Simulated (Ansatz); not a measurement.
# BiN (hypothetical, Fm-3m): phonons against volume, part 2 of 4

Which modes of BiN (hypothetical) drive its thermal expansion? The crystal structure is hypothetical: it was made by swapping elements on a known structure type.

Ansatz 0.2.0; DFT PBEsol, scalar-relativistic, plane waves, PAW.

So far. Step 2 (A first coarse run): The start is under -20 GPa at this level and looks like an insulator or semiconductor on this mesh.

### 5. A second relaxation

The relaxation is run once more from where the first one ended, as the script does after a large change of volume or of the gap, with mesh and occupations reviewed.

Contents of input.yaml:

```yaml
crystal:
  lattice:
    - [1.7967276591, 1.0373426232, 2.9340144273]
    - [-1.7967276591, 1.0373426232, 2.9340144273]
    - [0.0, -2.0746809697, 2.9340159394]
  atoms:
    - { symbol: Bi, position: [0.5, 0.5, 0.5] }
    - { symbol: "N", position: [0.0, 0.0, 0.0] }
kpoints:
  mp_grid: { grid: [12, 12, 12] }
hamiltonian:
  xc: pbesol
scf:
  occupations: { method: gaussian, width: 0.01 }
output:
  forces: true
  stress: true
  eigenvalues: true
  write_density: true
  write_potential: true
  elf: true
  volumetric_format: npy
relax:
  adjacent_minimum: "off"
  f_tol: 0.005
  max_steps: 80
  cell: { stress_tol: 0.05 }
```

Run with:

```console
$ ansatz run input.yaml --threads 4 --pin off --max-ram 8192MiB --backend cpu --events-out ev --progress --plain --runs-dir out
```

Numbers of over 12 decimals in the logs are rounded to 6 here.

Output:

```text
Warning: 36 symmetry operations that the atoms keep within the bar at which the run's group was sought (crystal.symmetry.tolerance 1.0e-5, or twice it) were not taken beside the 12 unitary ones that the detection took (of a slab, those that keep its plane). If the more symmetric cell is meant, write the vectors of crystal.lattice to more decimals, or, with the positions in fractional coordinates, give it by lengths a [...]
[...]
Crystal: 2 atoms, lattice volume = 32.811 Å³
Basis set: ecut = 420 eV, 645 PW (Γ), exchange–correlation on 50×50×50 points (8 copies of the dense FFT grid, shifted against one another)
Bands: 14, of which v1, the nominal top of the filled ones, is band 10 counted from 1 (9 counted from 0)
Symmetry: 12 space group operations
[...]
k-points: 189 of 1728
[...]
SCF iter   1: F=—  HF=-12619.181613 eV  |F-HF|=—  |Δ(HF+E_count)|=         —  Δρ=1.83e-2  dr2=1.37e-1  ethr=1.77e-3  ⟨swp⟩=5.9  Hψ=13706  notcnv=0
[...]
SCF iter   6: F=-12619.152128 eV  HF=-12619.152128 eV  |F-HF|=5.03e-9  |Δ(HF+E_count)|=   4.91e-8  Δρ=4.78e-6  dr2=4.94e-9  ethr=3.95e-10  ⟨swp⟩=6.7  Hψ=16742  notcnv=0
SCF 1 converged in 6 iterations: F = -12619.152128 eV  dr2 = 4.94e-9
[...]
relax step   1: F+E_penalty+E_count = -12619.15212838 eV  Δ(F+E_penalty+E_count) = +0.000e0 eV  max|allowed force component| = 1.657e-29 eV/Å  Δτ_max = 0.0000 Å  P = -0.013 GPa  Ω = 32.811 Å³  (6 SCF iters, dr2 threshold 1.00e-7 eV, accepted)
[...]
SCF iter   8: F=-12619.152128 eV  HF=-12619.152128 eV  |F-HF|=3.64e-12  |Δ(HF+E_count)|=  3.64e-12  Δρ=7.64e-10  dr2=1.41e-16  ethr=1.00e-12  ⟨swp⟩=2.5  Hψ=8033  notcnv=0
SCF 2 converged in 8 iterations: F = -12619.152128 eV  dr2 = 1.41e-16
relax step   2: F+E_penalty+E_count = -12619.15212838 eV  Δ(F+E_penalty+E_count) = -2.197e-9 eV  max|allowed force component| = 5.022e-29 eV/Å  Δτ_max = 0.0000 Å  P = -0.013 GPa  Ω = 32.811 Å³  stress off target by 1.38e-2 GPa  SCF on the basis re-selected at this cell (its energy is not comparable with the rows above)  (8 SCF iters)
[...]
SCF converged after 8 iterations
Free energy (F): -12619.152128 eV
[...]
Internal energy: -12619.152128 eV  (E = F + TS)
E sigma→0 (E₀):  -12619.152128 eV
Fermi energy:    13.479835 eV
[...]
--- Stress (GPa, compression-positive) ---
       -0.013834       0.000000       0.000000
        0.000000      -0.013834       0.000000
        0.000000       0.000000      -0.012626
  P = ⅓ Tr σ = -0.0134 GPa (-0.134 kbar)
--- Band table (eV; the first three rows and the last of 189) ---
  k-point 0: bands = [... 6 lower, 6.2824, 11.0956, 11.0956, 11.0957, 19.8405, 19.8405, 19.8405, 22.1967]
  k-point 1: bands = [... 6 lower, 6.0067, 11.1249, 11.1250, 11.2695, 18.8875, 19.4384, 19.4384, 21.5560]
  k-point 2: bands = [... 6 lower, 5.2887, 11.2108, 11.2109, 11.6669, 17.2510, 18.5511, 18.5511, 21.2732]
  k-point 188: bands = [... 6 lower, 1.7370, 11.7193, 11.7193, 12.4421, 14.1700, 15.9291, 15.9291, 22.4618]
--- Relaxed structure (1 steps of the walk, 1 accepted, 1 SCFs on fresh bases) ---
[...]
cell:  # Å, volume = 32.8108 Å³
    - [1.796728, 1.037343, 2.934014]
    - [-1.796728, 1.037343, 2.934014]
    - [0.0, -2.074681, 2.934016]
  atoms:
    - { symbol: Bi, position: [0.5, 0.5, 0.500000] }
    - { symbol: N, position: [0.0, 0.0, 0.0] }
```

The job ended after 2.9 s (4 threads of Intel Xeon 6975P-C (Granite Rapids), shared host; peak memory 0.44 GiB; 8.6 s of CPU time).

Little changed from the start: no atom moved by 0.005 Å and no cell edge by 0.1 %.

This step gave:

| Item | Value |
| --- | --- |
| pressure | -0.01343 GPa |
| gap on the k-mesh | 0.1945 eV |

Electrostatic potential energy in the ac plane of the cell as run, not the conventional one, at fractional y = 0.000, with atoms of N within 0.2 Å of it. With pseudopotentials it is smooth inside the atoms' cores, unlike the true potential.

Ten even steps from '_' (-44 eV) to '@' (15 eV), each cell a mean:
```
____::##@@@@@@@@@@@@@@@@**..
::::==##@@@@@@@@@@@@@@@@@@**
##**##%%@@@@@@@@@@@@@@@@@@@@
@@@@@@@@@@@@@@@@@@@@@@@@@@@@
@@@@@@@@@@@@@@@@@@@@@@@@@@@@
@@@@@@@@@@@@@@@@@@@@@@@@@@@@
@@@@@@@@@@@@@@@@@@@@@@@@@@@@
@@@@@@@@@@@@@@@@@@@@@@@@@@@@
@@@@@@@@@@@@@@@@@@@@@@@@@@@@
@@@@@@@@@@@@@@@@@@@@@@@@@@@@
@@@@@@@@@@@@@@@@@@@@@@%%####
==##@@@@@@@@@@@@@@@@@@##==::
__--##@@@@@@@@@@@@@@@@**::__
____==@@@@@@@@@@@@@@@@##::__
```
Columns run along a (3.6 Å; values clipped at the 3rd and 97th percentile), rows up along c (3.6 Å). Atoms in or near the plane, at fractional coordinates: N at (0.00, 0.00).

Valence density in the ac plane of the cell as run, not the conventional one, at fractional y = 0.000, with atoms of N within 0.2 Å of it. It is the smooth field of the valence electrons, not physical close to the nuclei.

Ten even steps from '0' (0.1 e/Å³) to '9' (3.5 e/Å³), each cell a mean:
```
99620000000137
67521000000013
23320000000001
01110000000000
00000000000000
00000000000000
00000000000000
00000000000000
00000000000000
00000000000010
10000000001222
52100000001356
86200000001379
98510000000269
```
Columns run along a (3.6 Å), rows up along c (3.6 Å). Atoms in or near the plane, at fractional coordinates: N at (0.00, 0.00).

ELF in the ac plane of the cell as run, not the conventional one, at fractional y = 0.000, with atoms of N within 0.2 Å of it. It is the smooth field of the valence electrons, not physical close to the nuclei.

Ten even steps from '0' (0.10) to '9' (0.81), each cell a mean:
```
34897300014897
88997410002589
99997410000258
78886310010024
24443200011001
01111000000000
00000000000000
00000000001110
10001000023443
52100100136777
96310000148999
99731000148998
58962000148984
05995100027983
```
Columns run along a (3.6 Å), rows up along c (3.6 Å). Atoms in or near the plane, at fractional coordinates: N at (0.00, 0.00).

### 6. Tight relaxation

The relaxation is repeated with tighter thresholds on force and stress, since phonons are sensitive to what is left; a change of mesh or smearing in the input moves the cell too.

input.yaml, the sections that differ from step 5:

```yaml
output:
  forces: true
  stress: true
  eigenvalues: true
relax:
  adjacent_minimum: "off"
  f_tol: 0.001
  max_steps: 60
  cell: { stress_tol: 0.01 }
# crystal, kpoints, hamiltonian, scf: as in step 5
```

Output:

```text
[...]
Crystal: 2 atoms, lattice volume = 32.811 Å³
Basis set: ecut = 420 eV, 645 PW (Γ), exchange–correlation on 50×50×50 points (8 copies of the dense FFT grid, shifted against one another)
Bands: 14, of which v1, the nominal top of the filled ones, is band 10 counted from 1 (9 counted from 0)
Symmetry: 12 space group operations
[...]
k-point 188: bands = [... 6 lower, 1.7383, 11.7208, 11.7208, 12.4439, 14.1722, 15.9312, 15.9312, 22.4640]
--- Relaxed structure (3 steps of the walk, 2 accepted, 1 SCFs on fresh bases) ---
[...]
cell:  # Å, volume = 32.8077 Å³
    - [1.796663, 1.037306, 2.933943]
    - [-1.796663, 1.037306, 2.933943]
    - [0, -2.074607, 2.933945]
  atoms:
    - { symbol: Bi, position: [0.5, 0.5, 0.500000] }
    - { symbol: N, position: [0, 0, 0] }
[key lines of the parts left out:]
SCF converged after 8 iterations
Free energy (F): -12619.152119 eV
Fermi energy:    13.481821 eV
P = ⅓ Tr σ = -0.0003 GPa (-0.003 kbar)
```

Elapsed: 4.4 s, on 4 threads; peak memory 0.45 GiB; 15 s of CPU time.

Little changed from the start: no atom moved by 0.005 Å and no cell edge by 0.1 %.

Numbers from this step:

* pressure: -3.21e-4 GPa
* gap on the k-mesh: 0.1946 eV
* volume per atom: 16.40 Å³

The residual pressure is -3.2e-4 GPa, small enough for phonons.

### 7. Phonons, V/V0 1

Phonons at this volume give one point of F(V, T); meshes stay fixed along the series.

Contents of input.yaml:

```yaml
crystal:
  lattice:
    - [1.796663403, 1.0373055249, 2.9339434966]
    - [-1.796663403, 1.0373055249, 2.9339434966]
    - [0.0, -2.0746067732, 2.9339450086]
  atoms:
    - { symbol: Bi, position: [0.5, 0.5, 0.5] }
    - { symbol: "N", position: [0.0, 0.0, 0.0] }
kpoints:
  mp_grid: { grid: [12, 12, 12] }
hamiltonian:
  xc: pbesol
scf:
  occupations: { method: gaussian, width: 0.01 }
output:
  eigenvalues: true
phonons:
  method: dfpt
  qmesh: [4, 4, 4]
  temperatures: { t_max: 1000, t_step: 50 }
  qpath:
    path:
      - [[0.0, 0.0, 0.0], [0.5, 0.50000056, 5.6e-07], [0.62500014, 0.62500084, 0.2500007]]
      - [[0.75000042, 0.37500127, 0.37500084], [0.0, 0.0, 0.0], [0.50000028, 0.50000084, 0.50000056], [0.75000028, 0.50000112, 0.25000084], [0.5, 0.50000056, 5.6e-07]]
    npoints: 10
```

Output:

```text
Warning: crystal.lattice, of which some number shows no typed digit to judge by, misses the space group found at crystal.symmetry.tolerance 1.0e-5 by more than rounding, which is why this is a warning: the operation that it misses by the most changes a squared length by the fraction 3.18e-6, and from 1e-6 on that is taken for a strain and not for rounding. The run uses the lattice that is a stretch of the typed one, with no rotation, onto the one that keeps every operation to a double's rounding (on a very oblique basis the stretch itself rounds by more); the deck's lattice vector that moved farthest moved by 3.50e-6 Å. [rest of the remark cut]
[...]
Crystal: 2 atoms, lattice volume = 32.808 Å³
Basis set: ecut = 420 eV, 645 PW (Γ), exchange–correlation on 50×50×50 points (8 copies of the dense FFT grid, shifted against one another)
Bands: 14, of which v1, the nominal top of the filled ones, is band 10 counted from 1 (9 counted from 0)
Symmetry: 48 space group operations
k-points: 72 of 1728
[...]
SCF iter   1: F=—  HF=-12619.181628 eV  |F-HF|=—  |Δ(HF+E_count)|=         —  Δρ=1.83e-2  dr2=1.37e-1  ethr=1.77e-3  ⟨swp⟩=6.0  Hψ=5204  notcnv=0
[...]
SCF iter   8: F=-12619.152119 eV  HF=-12619.152119 eV  |F-HF|=7.28e-12  |Δ(HF+E_count)|=  3.82e-11  Δρ=2.60e-8  dr2=7.59e-14  ethr=1.00e-12  ⟨swp⟩=6.3  Hψ=4700  notcnv=0
SCF 1 converged in 8 iterations: F = -12619.152119 eV  dr2 = 7.59e-14
[...]
SCF iter   9: F=-12619.152119 eV  HF=-12619.152119 eV  |F-HF|=1.82e-12  |Δ(HF+E_count)|=    0.00e0  Δρ=2.50e-8  dr2=6.45e-14  ethr=1.00e-12  ⟨swp⟩=1.0  Hψ=2309  notcnv=0
SCF 2 converged in 9 iterations: F = -12619.152119 eV  dr2 = 6.45e-14
k-points: 189 of 1728 (irreducible under 6 space group operations, time reversal used)
[...]
SCF iter   3: F=-12619.152119 eV  HF=-12619.152119 eV  |F-HF|=2.91e-11  |Δ(HF+E_count)|=  4.55e-11  Δρ=3.62e-7  dr2=2.47e-11  ethr=1.00e-12  ⟨swp⟩=4.5  Hψ=11995  notcnv=0
SCF 3 converged in 3 iterations: F = -12619.152119 eV  dr2 = 2.47e-11
NSCF: frozen V_eff on 189 k-points
[...]
DFPT response loops at Γ: preconditioner auto → none (the input reference at scf.mixing.eps_inf says where Resta's filter doesn't serve); β = 0.50; Broyden in place of MSR1
k-points: 781 of 8000 (irreducible under 6 space group operations, time reversal used)
[...]
SCF iter   6: F=-12619.150931 eV  HF=-12619.150931 eV  |F-HF|=2.91e-11  |Δ(HF+E_count)|=  1.56e-10  Δρ=4.00e-7  dr2=6.03e-11  ethr=1.00e-12  ⟨swp⟩=5.3  Hψ=50262  notcnv=0
SCF 4 converged in 6 iterations: F = -12619.150931 eV  dr2 = 6.03e-11
[...]
DFPT response loops at q = (0, 0, 0.25) (fractional): preconditioner auto → Resta (q_TF=auto, 2.512 Å⁻¹)  ε∞=17.6 (no band partly filled); β = 1.00, the filter's whole step (`scf.mixing.beta` (0.50) is not read by the response loops at its default; to damp them type it under 1.00, their step now; it binds the ground state too); Broyden in place of MSR1
[...]
SCF converged after 8 iterations
Free energy (F): -12619.152119 eV
[...]
Internal energy: -12619.152119 eV  (E = F + TS)
E sigma→0 (E₀):  -12619.152119 eV
Fermi energy:    13.481821 eV
[...]
--- Band table (eV; the first three rows and the last of 72) ---
  k-point 0: bands = [... 6 lower, 6.2847, 11.0971, 11.0971, 11.0971, 19.8431, 19.8431, 19.8431, 22.1983]
  k-point 1: bands = [... 6 lower, 6.0088, 11.1264, 11.1264, 11.2710, 18.8898, 19.4408, 19.4408, 21.5578]
  k-point 2: bands = [... 6 lower, 5.2907, 11.2123, 11.2123, 11.6686, 17.2531, 18.5534, 18.5534, 21.2751]
  k-point 71: bands = [... 6 lower, 3.1802, 7.5840, 7.5840, 12.7466, 15.7190, 17.8689, 17.8689, 23.8209]
--- Phonons (Γ-DFPT): 2 representative perturbations + reference (Σ response iterations 6) ---
  ASR residual: 3.462e-5 → 0.000e0 eV/Å²; symmetrization residual: 1.416e-7 eV/Å²
  ASR residual per site (eV/Å²): 3.46e-5 7.49e-6
  Γ frequencies (cm⁻¹): -204.12 -204.12 -204.12 0.00 0.00 0.00
--- Phonons (arbitrary-q DFPT): 8 irreducible q on the 4×4×4 mesh ---
  q = [0.0000, 0.0000, 0.0000] (star 1, of the zone-centre solve; hermiticity 1.41e-7, symmetrization 2.64e-12): -204.12 -204.12 -204.12 -0.00 0.00 0.00
  q = [0.0000, 0.0000, 0.2500] (star 8, 4 solved perturbations on 936 of 1728 k-point pairs; hermiticity 2.06e-7, symmetrization 4.06e-8): 35.32 35.32 110.07 253.72 253.72 364.82
[...]
sum rule: each row above includes the acoustic sum rule's correction from the zone centre's row sums; it moved no ω² by more than (0.38 cm⁻¹)²
  mesh force constants: q→R imaginary residual 2.68e-18; ASR residual 3.462e-5 → 0.000e0 eV/Å²; symmetrization residual 4.441e-15 eV/Å²
  interpolated dispersion: 62 rows × 6 modes
  density of states and harmonic sums: on the 24×24×24 q-mesh, interpolated from the force constants of a 4×4×4 supercell (no non-analytic term)
  largest difference from the sums on the solved wave vectors: F 3.72e-2 eV, S 4.65e-5 and C_V 1.43e-5 eV/K
  zero-point energy: 0.056667 eV/cell   skipped modes (ω ≤ 0): 335, of them read as no rigid motion or as one in doubt: 332 (6.881e-1 modes/cell left out, lowest -204.12 cm⁻¹)   left out of the sums: 1.15e-1 of the cell's modes: C_V's classical limit lies that fraction below 3 k_B per atom; for a crystal, a wire or a layer, F and S can be off by more, and a phonons.interpolated_qmesh denser along its periods is the remedy for the sampling
```

It took 3.4 min on 4 threads; peak memory 2.3 GiB.

This step gave:

| Property | Result |
| --- | --- |
| Γ frequencies | -204.1, -204.1, -204.1, 0, 0, 0 cm⁻¹ (negative: imaginary) |
| lowest frequency on the path | -204.1 cm⁻¹ |
| point group | m-3m |
| highest frequency | 412.6 cm⁻¹ |

No LO-TO term. Phonon branches along the path, in cm⁻¹:

| point | branch 1 | branch 2 | branch 3 | branch 4 | branch 5 | branch 6 |
| --- | --- | --- | --- | --- | --- | --- |
| Γ | -204 | -204 | -204 | 0 | 0 | 0 |
| halfway | -121 | -121 | 68 | 68 | 108 | 324 |
| X | -144 | -144 | -140 | 94 | 94 | 152 |
| halfway | -124 | -63 | 57 | 118 | 138 | 154 |
| U | -106 | 61 | 110 | 148 | 226 | 277 |
| jump to K | -106 | 61 | 110 | 148 | 226 | 277 |
| halfway | 20 | 40 | 113 | 120 | 290 | 378 |
| Γ | -204 | -204 | -204 | 0 | 0 | 0 |
| halfway | 35 | 35 | 110 | 254 | 254 | 365 |
| L | 60 | 60 | 159 | 333 | 333 | 404 |
| halfway | 63 | 74 | 142 | 227 | 269 | 371 |
| W | -120 | -120 | 98 | 125 | 125 | 320 |
| halfway | -122 | -97 | 81 | 118 | 149 | 225 |
| X | -144 | -144 | -140 | 94 | 94 | 152 |

The phonon branches as a text plot (rows in cm⁻¹):

```
    399 |                                    ********
    373 |                    ****           *        **
    348 |                   *    *                     **
    322 |    ***           *                  *******    ***
    296 |       *           *****          * *      **      *
    271 |   *             **      **                 **      *
    245 |        *       *       *          *
    219 |                 *               *           **
    194 |         **    **                 *           *
    168 |           *   *         **            ****    *     *
    142 |  *         ***********    *         **    *****   *****
    117 |      ***     * ****** **        * **          *******
     91 |    ** ******* *      * ***       *             ***** **
     65 |   ****       * ******     *    **    **********     *
     40 |  *            *      **   **   *  ***         *
     14 | *                     **   *  ** *
    -12 |*                       ***  **
    -37 |                                 *
    -63 |              *       *  **
    -89 |           *               *                       ** *
   -114 |   ****      *********                          ******
   -140 | **    *******             **   *                     **
   -166 |                            *  *
   -191 |**                          ****
         Γ           X  U|K            Γ         L        W     X
```

The phonon density of states has structure finer than the step of the table below, so its rows give means over 20 cm⁻¹, whole bins alone (the curve runs from -202 to 412 cm⁻¹). Peaks (cm⁻¹: height): 62.5: 0.0652, 132.5: 0.0362.

Tetrahedra on 24 24 24, mean over bins of 5 cm⁻¹. Table of phonon density of states by wavenumber; means over each step:

wavenumber (cm⁻¹), phonon density of states (1/cm⁻¹/cell) and a bar:
```
     -180     0.0002 
     -160     0.0003 
     -140     0.0007 
     -120     0.0037 ###
     -100     0.0071 #####
      -80     0.0066 #####
      -60     0.0056 ####
      -40     0.0045 ###
      -20     0.0041 ###
        0     0.0043 ###
       20     0.0060 ####
       40     0.0149 ###########
       60     0.0419 ##############################
       80     0.0111 ########
      100     0.0146 ##########
      120     0.0291 #####################
      140     0.0292 #####################
      160     0.0125 #########
      180     0.0074 #####
      200     0.0070 #####
      220     0.0072 #####
      240     0.0076 #####
      260     0.0083 ######
      280     0.0095 #######
      300     0.0115 ########
      320     0.0124 #########
      340     0.0093 #######
      360     0.0092 ######
      380     0.0087 ######
      400     0.0052 ####
```

The modes has structure finer than the step of the table below, so its rows give means over 20 cm⁻¹, whole bins alone (the curve runs from -214 to 435 cm⁻¹). Peaks (cm⁻¹: height): Bi 59.4: 0.0518, 128.8: 0.0273; N -108.0: 0.00539, 145.1: 0.00927, 169.6: 0.00819, 210.5: 0.00855, 328.8: 0.0129, 365.6: 0.00984.

Phonopy on the run's constants, 19x19x19 mesh, Gaussian sigma 4.6 cm⁻¹. The modes by wavenumber; means over each step; values in 1/cm⁻¹/cell:

```
wavenumber (cm⁻¹)       Bi        N
             -200   3.8e-6   6.1e-5
             -180   1.8e-5   1.9e-4
             -160   3.6e-5   2.7e-4
             -140   2.0e-4   8.0e-4
             -120  0.00128  0.00316
             -100  0.00241  0.00472
              -80  0.00282  0.00384
              -60  0.00344  0.00273
              -40  0.00327  0.00164
              -20  0.00172   3.8e-4
                0  0.00150   4.2e-4
               20  0.00487   5.0e-4
               40   0.0149   7.4e-4
               60   0.0412  0.00124
               80   0.0116  0.00152
              100   0.0113  0.00396
              120   0.0218  0.00652
              140   0.0212  0.00827
              160  0.00500  0.00704
              180   6.7e-4  0.00657
              200   1.7e-4  0.00640
              220   1.3e-4  0.00766
              240   6.3e-5  0.00682
              260   5.0e-5  0.00855
              280   5.4e-5  0.00938
              300   4.4e-5   0.0113
              320   5.0e-5   0.0125
              340   5.7e-5  0.00959
              360   6.8e-5  0.00911
              380   8.0e-5  0.00852
              400   5.8e-5  0.00516
              420   6.1e-6   4.9e-4
```

No LO-TO term. The modes at Γ (shares of kinetic energy by element, %) (negative means imaginary):

```csv
mode,frequency (cm⁻¹),symmetry,Bi %,N %
1,-204.1,T1u,6,94
2,-204.1,T1u,6,94
3,-204.1,T1u,6,94
4,0.0,T1u,94,6
5,0.0,T1u,94,6
6,0.0,T1u,94,6
```

Displacements in mode 2 (-204.1 cm⁻¹), the largest set to 1:
```
Bi1 -0.07  0.05  0.03
N2   1.00 -0.67 -0.40
```

The lowest solved frequency is -204 cm⁻¹, so the cell is unstable here and gives no valid free energy.

(Part 2 of 4 ends here.)

[Logs are printed without paths, hosts, clocks, repeated set-up lines and the standing remarks that a program may print on its own settings, such as how far it seeks lower states.]

[Hosts, paths, dates, database ids (printed as entryN), source tags and the programs' standing remarks are cut or masked in the printed files.]

[A step with changed settings may run another functional than the one named; its input shows which.]


